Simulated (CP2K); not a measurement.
Consider chlorobenzene at its PBE geometry (Å).

```xyz
12

Cl    3.0684    0.2228   -0.0016
C     1.3259    0.0956   -0.0007
C     0.5545    1.2609    0.0118
C    -0.8386    1.1521    0.0123
C    -1.4514   -0.1047    0.0007
C    -0.6638   -1.2603   -0.0117
C     0.7306   -1.1685   -0.0122
H     1.0405    2.2349    0.0217
H    -1.4461    2.0572    0.0230
H    -2.5381   -0.1842    0.0012
H    -1.1340   -2.2437   -0.0217
H     1.3522   -2.0620   -0.0229
```

Method: CP2K XAS_TDP, all-electron GAPW, PBEh(45%), aug-pc-1, TDA, no relativity.

Predict the bright core excitations at the C K edge.

Leading lines: C2 282.55 eV, C3 281.23 eV, C4 281.18 eV and C5 281.18 eV. The leading line of an atom is its first one with 35 % of the strongest within 2.5 eV of its lowest line over the strength cut. 

The first six lines of each atom with a strength over 0.0015:

```csv
atom,energy (eV),states,"strength, one atom"
C2 (bonded to 2 C and Cl),282.55,1,0.0580
,283.83,1,0.0541
,288.74,2,0.0023
,288.95,1,0.0052
,289.09,1,0.0034
,289.50,1,0.0032
"C3 (bonded to 2 C and H), 2 alike",281.23,1,0.0537
,284.16,1,0.0126
,285.30,1,0.0031
,285.87,1,0.0029
,286.74,1,0.0022
,286.88,1,0.0025
"C4 (bonded to 2 C and H), 2 alike",281.18,1,0.0554
,284.16,1,0.0107
,285.26,1,0.0017
,285.75,1,0.0035
,286.14,1,0.0038
,286.74,1,0.0062
C5 (bonded to 2 C and H),281.18,1,0.0544
,284.07,1,0.0107
,285.24,1,0.0032
,285.65,2,0.0025
,286.01,1,0.0028
,286.61,1,0.0050
```

Lines are vertical, at one geometry, with no vibrational structure. Without a correction of the core level, line positions, and the gaps between valence and Rydberg lines, follow the share of exact exchange. At this level such K lines come out 3 to 6 eV under measured ones. These values hold no scalar relativity, about 0.1 eV for C 1s. Rydberg lines, and the discretised continuum above threshold, depend on the basis and the box.

[Banner, clock and machine lines of the logs are left out without a mark of their own.]

[Logs are printed without paths, hosts, clocks, repeated set-up lines and the standing remarks that a program may print on its own settings, such as how far it seeks lower states.]

[Hosts, paths, dates, database ids (printed as entryN), source tags and the programs' standing remarks are cut or masked in the printed files.]
